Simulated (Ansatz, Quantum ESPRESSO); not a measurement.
# Mode couplings of Ti (P6_3/mmc) in a second program, part 3 of 4

Each step names its level of theory.

So far, highest frequency, solved or plainly interpolated (cm⁻¹): step 4 (second program, linear response: Fermi–Dirac smearing of …) 276. The relaxed cell has a = 2.938, c = 4.653 Å (conventional setting).

## Step 5: Second program, ground state

ph.x needs a tightly converged ground state on the same k mesh; the cell is that of the step before.

This step: DFT PBE, scalar-relativistic, plane waves, PseudoDojo norm-conserving pseudopotentials (Quantum ESPRESSO 7.5).

File pw.in:

```
&CONTROL
  calculation = 'scf'
  prefix      = 'x'
  outdir      = './tmp'
  pseudo_dir  = './pseudo'
  tprnfor     = .true.
  tstress     = .true.
/
&SYSTEM
  ibrav       = 4
  celldm(1)   = 5.55176587
  celldm(3)   = 1.58367789
  nat         = 2
  ntyp        = 1
  ecutwfc     = 84.0
  ecutrho     = 336.0
  occupations = 'smearing'
  smearing    = 'fd'
  degauss     = 0.00734986
  nbnd        = 22
/
&ELECTRONS
  conv_thr    = 1.0d-11
  mixing_beta = 0.5
/
ATOMIC_SPECIES
 Ti     47.8670  Ti.upf
ATOMIC_POSITIONS crystal
 Ti     0.333333333   0.666666667   0.250000000
 Ti     0.666666667   0.333333333   0.750000000
K_POINTS automatic
 8 8 6 0 0 0
```

Run with:

```console
$ OMP_NUM_THREADS=1 mpirun -n 4 pw.x -nk 4 -in pw.in > pw.x.log
```

What it wrote:

```text
[banner, memory and clock lines left out]
Program PWSCF v.7.5

     G-vector sticks info

     bravais-lattice index     =            4
     lattice parameter (alat)  =       5.5518  a.u.
     unit-cell volume          =     234.6880 (a.u.)^3
     number of atoms/cell      =            2
     number of atomic types    =            1
     number of electrons       =        24.00
     number of Kohn-Sham states=           22
     kinetic-energy cutoff     =      84.0000  Ry
     charge density cutoff     =     336.0000  Ry
     scf convergence threshold =      1.0E-11
     mixing beta               =       0.5000
     number of iterations used =            8  plain     mixing
     Exchange-correlation= PBE
                           (   1   4   3   4   0   0   0)

     celldm(1)=   5.551766  celldm(2)=   0.000000  celldm(3)=   1.583678
     celldm(4)=   0.000000  celldm(5)=   0.000000  celldm(6)=   0.000000

     crystal axes: (cart. coord. in units of alat)
               a(1) = (   1.000000   0.000000   0.000000 )
               a(2) = (  -0.500000   0.866025   0.000000 )
               a(3) = (   0.000000   0.000000   1.583678 )

     reciprocal axes: (cart. coord. in units 2 pi/alat)
               b(1) = (  1.000000  0.577350 -0.000000 )
               b(2) = (  0.000000  1.154701  0.000000 )
               b(3) = (  0.000000 -0.000000  0.631442 )

     PseudoPot. # 1 for Ti read from file:
     ./pseudo/Ti.upf
     Pseudo is Norm-conserving + core correction, Zval = 12.0
     Using radial grid of 1586 points,  6 beta functions with:
                l(1) =   0
                l(2) =   0
                l(3) =   1
                l(4) =   1
                l(5) =   2
                l(6) =   2

     atomic species   valence    mass     pseudopotential
     Ti               12.00    47.86700     Ti( 1.00)

     24 Sym. Ops., with inversion, found (12 have fractional translation)

   Cartesian axes

     site n.     atom                  positions (alat units)
         1        Ti     tau(   1) = (  -0.0000000   0.5773503   0.3959195  )
         2        Ti     tau(   2) = (   0.5000000   0.2886751   1.1877584  )

     number of k points=    40  Fermi-Dirac smearing, width (Ry)=  0.0073
                       cart. coord. in units 2pi/alat
        k(    1) = (   0.0000000   0.0000000   0.0000000), wk =   0.0052083
        k(    2) = (   0.0000000   0.0000000   0.1052403), wk =   0.0104167
        k(    3) = (   0.0000000   0.0000000   0.2104805), wk =   0.0104167
        k(    4) = (   0.0000000   0.0000000  -0.3157208), wk =   0.0052083
        k(    5) = (   0.0000000   0.1443376   0.0000000), wk =   0.0312500
        k(    6) = (   0.0000000   0.1443376   0.1052403), wk =   0.0625000
        k(    7) = (   0.0000000   0.1443376   0.2104805), wk =   0.0625000
        k(    8) = (   0.0000000   0.1443376  -0.3157208), wk =   0.0312500
        k(    9) = (   0.0000000   0.2886751   0.0000000), wk =   0.0312500
        k(   10) = (   0.0000000   0.2886751   0.1052403), wk =   0.0625000
        k(   11) = (   0.0000000   0.2886751   0.2104805), wk =   0.0625000
        k(   12) = (   0.0000000   0.2886751  -0.3157208), wk =   0.0312500
        k(   13) = (   0.0000000   0.4330127   0.0000000), wk =   0.0312500
        k(   14) = (   0.0000000   0.4330127   0.1052403), wk =   0.0625000
        k(   15) = (   0.0000000   0.4330127   0.2104805), wk =   0.0625000
        k(   16) = (   0.0000000   0.4330127  -0.3157208), wk =   0.0312500
[...]
k(   33) = (   0.2500000   0.4330127   0.0000000), wk =   0.0312500
        k(   34) = (   0.2500000   0.4330127   0.1052403), wk =   0.0625000
        k(   35) = (   0.2500000   0.4330127   0.2104805), wk =   0.0625000
        k(   36) = (   0.2500000   0.4330127  -0.3157208), wk =   0.0312500
        k(   37) = (   0.2500000   0.5773503   0.0000000), wk =   0.0312500
        k(   38) = (   0.2500000   0.5773503   0.1052403), wk =   0.0625000
        k(   39) = (   0.2500000   0.5773503   0.2104805), wk =   0.0625000
        k(   40) = (   0.2500000   0.5773503  -0.3157208), wk =   0.0312500

     Dense  grid:    24387 G-vectors     FFT dimensions: (  36,  36,  54)

     Initial potential from superposition of free atoms

     starting charge      23.9968, renormalised to      24.0000
     Starting wfcs are   20 randomized atomic wfcs +    2 random wfcs

     per-process dynamical memory:    27.7 Mb

     Self-consistent Calculation

     iteration #  1     ecut=    84.00 Ry     beta= 0.50
     Davidson diagonalization with overlap
     ethr =  1.00E-02,  avg # of iterations =  3.2

     Threshold (ethr) on eigenvalues was too large:
     Diagonalizing with lowered threshold

     Davidson diagonalization with overlap
     ethr =  3.16E-04,  avg # of iterations =  1.8

     total energy              =    -237.40555367 Ry
     estimated scf accuracy    <       0.08189328 Ry

     iteration #  2     ecut=    84.00 Ry     beta= 0.50
     Davidson diagonalization with overlap
     ethr =  3.41E-04,  avg # of iterations =  2.0

     total energy              =    -237.42334357 Ry
     estimated scf accuracy    <       0.00327895 Ry

     iteration #  3     ecut=    84.00 Ry     beta= 0.50
     Davidson diagonalization with overlap
     ethr =  1.37E-05,  avg # of iterations =  2.9

     total energy              =    -237.42372315 Ry
     estimated scf accuracy    <       0.00049800 Ry

     iteration #  4     ecut=    84.00 Ry     beta= 0.50
     Davidson diagonalization with overlap
     ethr =  2.07E-06,  avg # of iterations =  2.3

     total energy              =    -237.42374573 Ry
     estimated scf accuracy    <       0.00001689 Ry

     iteration #  5     ecut=    84.00 Ry     beta= 0.50
     Davidson diagonalization with overlap
     ethr =  7.04E-08,  avg # of iterations =  2.0

     total energy              =    -237.42374968 Ry
     estimated scf accuracy    <       0.00000077 Ry

     iteration #  6     ecut=    84.00 Ry     beta= 0.50
     Davidson diagonalization with overlap
     ethr =  3.21E-09,  avg # of iterations =  1.5

     total energy              =    -237.42374974 Ry
     estimated scf accuracy    <          6.1E-09 Ry

     iteration #  7     ecut=    84.00 Ry     beta= 0.50
     Davidson diagonalization with overlap
     ethr =  2.54E-11,  avg # of iterations =  3.0

     total energy              =    -237.42374974 Ry
     estimated scf accuracy    <          5.5E-10 Ry

     iteration #  8     ecut=    84.00 Ry     beta= 0.50
     Davidson diagonalization with overlap
     ethr =  2.28E-12,  avg # of iterations =  2.0

     total energy              =    -237.42374974 Ry
     estimated scf accuracy    <          3.1E-11 Ry

     iteration #  9     ecut=    84.00 Ry     beta= 0.50
     Davidson diagonalization with overlap
     ethr =  1.31E-13,  avg # of iterations =  1.9

     End of self-consistent calculation

          k = 0.0000 0.0000 0.0000 (  3007 PWs)   bands (ev):

   -43.4337 -43.2962 -20.0375 -19.4011 -19.4011 -19.3284 -19.3002 -19.3002
     7.2040  10.7111  14.1464  14.1733  14.1733  14.2938  14.6735  14.6735
    15.0277  15.0277  16.5614  16.5614  21.6872  27.9828

          k = 0.0000 0.0000 0.1052 (  3013 PWs)   bands (ev):

   -43.4246 -43.3056 -19.9917 -19.3944 -19.3944 -19.3778 -19.3070 -19.3070
     7.4368  10.5798  13.7951  14.0785  14.0785  14.1655  14.5512  14.5512
    15.2715  15.2715  16.5700  16.5700  22.5200  27.7281

          k = 0.0000 0.0000 0.2105 (  3056 PWs)   bands (ev):

   -43.3997 -43.3309 -19.8656 -19.5113 -19.3760 -19.3760 -19.3255 -19.3255
     8.0975  10.0214  13.3939  13.8384  14.0018  14.0018  14.2955  14.2955
    15.7512  15.7512  16.4917  16.4917  24.4553  27.3618

          k = 0.0000 0.0000-0.3157 (  3062 PWs)   bands (ev):

   -43.3654 -43.3654 -19.6903 -19.6903 -19.3508 -19.3508 -19.3508 -19.3508
     9.0559   9.0559  13.4850  13.4850  14.0790  14.0790  14.0790  14.0790
    16.2078  16.2078  16.2078  16.2078  26.5141  26.5141

          k = 0.0000 0.1443 0.0000 (  3024 PWs)   bands (ev):

   -43.4187 -43.2905 -20.0037 -19.4692 -19.4236 -19.3705 -19.3431 -19.3093
     7.6352  11.0401  13.4606  13.6228  14.4427  14.4788  14.7208  14.8036
    14.8092  14.9439  16.6760  17.6147  21.6428  27.5573

          k = 0.0000 0.1443 0.1052 (  3033 PWs)   bands (ev):

   -43.4102 -43.2991 -19.9641 -19.4603 -19.4234 -19.4160 -19.3415 -19.3170
     7.8573  10.9263  13.1751  13.6453  14.2456  14.3142  14.5055  14.7797
    15.1701  15.2350  16.6552  17.3012  22.5629  27.5137

          k = 0.0000 0.1443 0.2105 (  3039 PWs)   bands (ev):

   -43.3869 -43.3228 -19.8548 -19.5466 -19.4319 -19.3952 -19.3619 -19.3380
     8.4894  10.3720  12.9671  13.6838  13.8082  14.2222  14.3062  14.5313
    15.6827  15.7694  16.5141  16.8174  24.5820  27.4355

          k = 0.0000 0.1443-0.3157 (  3030 PWs)   bands (ev):

   -43.3549 -43.3549 -19.7027 -19.7027 -19.3963 -19.3963 -19.3666 -19.3666
     9.4152   9.4152  13.2338  13.2338  13.9992  13.9992  14.3083  14.3083
    16.1740  16.1740  16.3203  16.3203  26.7326  26.7327

          k = 0.0000 0.2887 0.0000 (  3046 PWs)   bands (ev):

[...]
15.3830  15.6565  16.8506  19.4897  21.5292  24.6449

          k = 0.0000 0.2887 0.1052 (  3044 PWs)   bands (ev):

[...]
15.5524  15.5974  16.7816  18.5941  22.7947  24.8132

          k = 0.0000 0.2887 0.2105 (  3055 PWs)   bands (ev):

[...]
15.8213  15.9770  16.5602  17.4795  24.9580  25.2999

          k = 0.0000 0.2887-0.3157 (  3046 PWs)   bands (ev):

[...]
16.2082  16.2082  16.6194  16.6194  26.0214  26.0214

          k = 0.0000 0.4330 0.0000 (  3070 PWs)   bands (ev):

[...]
16.4694  16.5090  16.9525  20.6743  21.4809  22.5191

          k = 0.0000 0.4330 0.1052 (  3058 PWs)   bands (ev):

[...]
16.3481  16.4294  16.8794  19.3738  22.1529  23.3166

          k = 0.0000 0.4330 0.2105 (  3049 PWs)   bands (ev):

[...]
16.4455  16.4780  16.7433  17.9573  22.6414  23.8787

          k = 0.0000 0.4330-0.3157 (  3056 PWs)   bands (ev):

[...]
16.5902  16.5902  16.9579  16.9579  23.2714  23.2714

          k = 0.0000-0.5774 0.0000 (  3054 PWs)   bands (ev):

[...]
k = 0.0000-0.5774 0.1052 (  3054 PWs)   bands (ev):

[...]
k = 0.0000-0.5774 0.2105 (  3048 PWs)   bands (ev):

[...]
k = 0.0000-0.5774-0.3157 (  3052 PWs)   bands (ev):

[...]
k = 0.1250 0.2165 0.0000 (  3044 PWs)   bands (ev):

[...]
k = 0.1250 0.2165 0.1052 (  3039 PWs)   bands (ev):

[...]
k = 0.1250 0.2165 0.2105 (  3046 PWs)   bands (ev):

[...]
k = 0.1250 0.2165-0.3157 (  3046 PWs)   bands (ev):

[...]
k = 0.1250 0.3608 0.0000 (  3048 PWs)   bands (ev):

[...]
k = 0.1250 0.3608-0.3157 (  3054 PWs)   bands (ev):

[...]
k = 0.1250 0.5052 0.1052 (  3054 PWs)   bands (ev):

[...]
k = 0.1250 0.5052 0.2105 (  3057 PWs)   bands (ev):

[...]
k = 0.1250 0.5052-0.3157 (  3062 PWs)   bands (ev):

[...]
k = 0.2500 0.4330 0.0000 (  3056 PWs)   bands (ev):

[...]
k = 0.2500 0.4330 0.1052 (  3053 PWs)   bands (ev):

[...]
k = 0.2500 0.4330 0.2105 (  3049 PWs)   bands (ev):

[...]
k = 0.2500 0.4330-0.3157 (  3078 PWs)   bands (ev):

[...]
16.7866  16.7866  18.1807  18.1807  23.5697  23.5697

          k = 0.2500 0.5774 0.0000 (  3052 PWs)   bands (ev):

   -43.2953 -43.2766 -19.8031 -19.6854 -19.6580 -19.6570 -19.5629 -19.5177
    11.6935  11.7576  11.9254  12.2284  13.5911  13.7616  14.8162  16.3734
    16.6547  16.7338  18.7536  19.5112  20.9441  23.9246

          k = 0.2500 0.5774 0.1052 (  3052 PWs)   bands (ev):

   -43.2940 -43.2779 -19.8221 -19.7468 -19.7126 -19.5590 -19.5519 -19.4901
    11.5698  11.9859  12.0531  12.2191  13.5229  13.6663  14.8089  16.3400
    16.3934  16.7135  18.9384  19.5192  21.2096  23.2338

          k = 0.2500 0.5774 0.2105 (  3057 PWs)   bands (ev):

   -43.2905 -43.2812 -19.8631 -19.8269 -19.6923 -19.5883 -19.4723 -19.4365
    11.5864  11.9274  12.4065  12.4968  13.2951  13.4417  14.8652  15.6435
    16.4702  16.7323  19.2256  19.5243  21.7314  22.3947

          k = 0.2500 0.5774-0.3157 (  3046 PWs)   bands (ev):

   -43.2859 -43.2859 -19.8698 -19.8698 -19.6418 -19.6418 -19.4273 -19.4273
    11.7344  11.7344  12.7274  12.7274  13.1548  13.1548  15.1125  15.1125
    16.6141  16.6141  19.4461  19.4461  21.9494  21.9494

     the Fermi energy is    13.3722 ev

!    total energy              =    -237.42374974 Ry
     estimated scf accuracy    <          4.1E-13 Ry
     smearing contrib. (-TS)   =      -0.00544245 Ry
     internal energy E=F+TS    =    -237.41830729 Ry

     The total energy is F=E-TS. E is the sum of the following terms:
     one-electron contribution =     -81.10743424 Ry
     hartree contribution      =      48.46363482 Ry
     xc contribution           =     -34.89800752 Ry
     ewald contribution        =    -169.87650035 Ry

     convergence has been achieved in   9 iterations

     Forces acting on atoms (cartesian axes, Ry/au):

     atom    1 type  1   force =     0.00000000   -0.00000000    0.00000000
     atom    2 type  1   force =     0.00000000    0.00000000    0.00000000

     Total force =     0.000000     Total SCF correction =     0.000000

     Computing stress (Cartesian axis) and pressure

          total   stress  (Ry/bohr**3)                   (kbar)     P=        2.91
   0.00002066   0.00000000  -0.00000000            3.04        0.00       -0.00
   0.00000000   0.00002066  -0.00000000            0.00        3.04       -0.00
   0.00000000   0.00000000   0.00001802            0.00        0.00        2.65

     XML data file, charge density, pseudopotentials, collected wavefunctions
```

The job ended after 13 s (4 MPI ranks of Arm Neoverse V1, shared host).

This step gave:

- pressure: 0.291 GPa

With these potentials, mesh and smearing the cell is at 0.29 GPa.

(Continued in part 4 of 4.)

[Logs are printed without paths, hosts, clocks, repeated set-up lines and the standing remarks that a program may print on its own settings, such as how far it seeks lower states.]

[Hosts, paths, dates, database ids (printed as entryN), source tags and the programs' standing remarks are cut or masked in the printed files.]
